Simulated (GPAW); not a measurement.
Consider FeO2 (P4_2/mnm).

```xyz
6
Lattice="4.6094 0.0000 0.0000 0.0000 4.6094 0.0000 0.0000 0.0000 2.9771" Properties=species:S:1:pos:R:3 pbc="T T T"
Fe    2.3047    2.3047    1.4886
Fe    0.0000    0.0000    0.0000
O     0.8783    3.7311    1.4886
O     3.1830    3.1830    0.0000
O     1.4264    1.4264    0.0000
O     3.7311    0.8783    1.4886
```

Absorber: atom 3, with 2 Fe at 1.94 Å and 1 Fe at 2.02 Å (distorted trigonal planar, site symmetry m2m). Method: GPAW, LDA + U (Fe 4 eV), excited-electron core hole (neutral cell), 12-atom cell with 5.5 Å between holes, 5×5×5 k points, dipole transitions, Gaussian full width 0.9 eV up to 4 eV, rising linearly to 3.5 eV at 25 eV.

What does the O K edge look like?

Main maxima up to 24 eV above the zero (height): 0.3 eV (0.40), 2.4 eV (1.05), 3.7 eV (1.97) and 14.0 eV (2.59). A K edge sees empty p states; the first features are O p mixed into the empty d states of the Fe neighbours, and the broad ones above probably into the cations' higher empty bands. The total-energy difference is 522.49 eV. The functional leaves an error in such absolute values: in the free atom LDA prices this hole 4.1 eV below PBE (computed apart), and PBE is itself good to a few eV.

The O K spectrum (energy from the lowest empty level; intensity scaled to a mean of 1 over the first 20 eV; polarised curves are means over the symmetry-equivalent atoms):

```tsv
E (eV)	isotropic	ε ⊥ c	ε ∥ c
-2.0	0.00	0.00	0.00
-1.4	0.00	0.00	0.00
-0.8	0.02	0.01	0.02
-0.2	0.22	0.15	0.37
0.4	0.38	0.22	0.68
1.0	0.09	0.06	0.16
1.6	0.19	0.20	0.17
2.2	0.92	0.98	0.82
2.8	0.88	1.02	0.61
3.4	1.58	1.61	1.52
4.0	1.57	1.22	2.26
4.6	0.23	0.12	0.44
5.2	0.01	0.00	0.01
5.8	0.01	0.01	0.02
6.4	0.02	0.02	0.03
7.0	0.05	0.05	0.06
7.6	0.13	0.12	0.15
8.2	0.28	0.25	0.33
8.8	0.51	0.47	0.60
9.4	0.88	0.79	1.05
10.0	1.35	1.19	1.68
10.6	1.81	1.54	2.34
11.2	2.06	1.71	2.76
11.8	2.11	1.72	2.88
12.4	2.14	1.78	2.87
13.0	2.31	2.07	2.78
13.6	2.53	2.53	2.53
14.2	2.57	2.82	2.08
14.8	2.28	2.65	1.53
15.4	1.75	2.09	1.06
16.0	1.22	1.46	0.74
16.6	0.83	0.96	0.56
17.2	0.60	0.66	0.47
17.8	0.48	0.50	0.45
18.4	0.44	0.43	0.47
19.0	0.44	0.40	0.52
19.6	0.46	0.40	0.58
20.2	0.48	0.40	0.63
20.8	0.50	0.43	0.65
21.4	0.54	0.49	0.64
22.0	0.59	0.60	0.59
22.6	0.66	0.72	0.54
23.2	0.71	0.82	0.49
23.8	0.74	0.88	0.47
24.4	0.74	0.88	0.46
25.0	0.71	0.83	0.46
25.6	0.67	0.77	0.47
26.2	0.65	0.74	0.48
26.8	0.65	0.73	0.49
27.4	0.65	0.72	0.52
28.0	0.65	0.69	0.57
28.6	0.65	0.66	0.64
29.2	0.66	0.62	0.74
29.8	0.69	0.60	0.87
30.4	0.74	0.60	1.01
31.0	0.80	0.63	1.15
31.6	0.86	0.67	1.24
```

The hole lies in one spin channel, while the script sums the empty states of both and takes the lower zero; where the two channels are split, this blurs and shifts the curve. The unit cell's mesh shows no gap over 0.35 eV. That is right for a metallic compound; for a small-gap or correlated insulator it would be the fault of the functional or of the assumed magnetic order, and the hole would be screened too well. The spins start antiferromagnetically in a simple order, which needn't be the measured one; gap and edge can depend on it. The holes are only 5.5 Å apart, so the shape is probably not converged with cell size; no larger cell was run here. The mesh is coarse (0.29 Å⁻¹ between points), so small maxima may be mesh ripples. The structure is a computed Materials Project entry and may be a hypothetical form.

[Banner, clock and machine lines of the logs are left out without a mark of their own.]

[Logs are printed without paths, hosts, clocks, repeated set-up lines and the standing remarks that a program may print on its own settings, such as how far it seeks lower states.]

[Hosts, paths, dates, database ids (printed as entryN), source tags and the programs' standing remarks are cut or masked in the printed files.]

[Lists of maxima count a maximum above −3 eV only where it reaches 4 % of the highest in the window and stands out from its surroundings by 2 % of it (1.5 % where it reaches 55 %); shoulders and weaker maxima are passed over, and of the rest the first, up to two pre-edge ones and the few strongest are named.]
